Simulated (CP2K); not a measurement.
Two runs for the S L₂,₃ edge of thiourea. Run A: CP2K XAS_TDP, all-electron GAPW, PBEh(45%), aug-cc-pVDZ, TDA, ZORA, spin–orbit coupling. Run B differs in one setting.

First lines with a strength over 0.0003. A:

```csv
atom,energy (eV),states,"strength, one atom"
S4 (bonded to C),162.03,1,0.0005
,162.16,1,0.0004
,163.12,1,0.0004
,163.22,1,0.0003
,163.83,1,0.0028
```

B:

| atom | energy (eV) | states | strength, one atom |
| --- | --- | --- | --- |
| S4 (bonded to C) | 165.24 | 1 | 0.0005 |
|  | 165.36 | 1 | 0.0004 |
|  | 166.32 | 2 | 0.0004 |
|  | 166.43 | 1 | 0.0003 |
|  | 167.06 | 1 | 0.0026 |

Question: Which was it: the functional, the basis, GW2X switched on?

GW2X switched on. GW2X shifts the lines nearly together; each 2p level gets its own shift. The lowest line over the strength cut lies at 165.24 eV, against 162.03 eV (PBEh(45%), aug-cc-pVDZ).

[Banner, clock and machine lines of the logs are left out without a mark of their own.]

[Logs are printed without paths, hosts, clocks, repeated set-up lines and the standing remarks that a program may print on its own settings, such as how far it seeks lower states.]

[Hosts, paths, dates, database ids (printed as entryN), source tags and the programs' standing remarks are cut or masked in the printed files.]
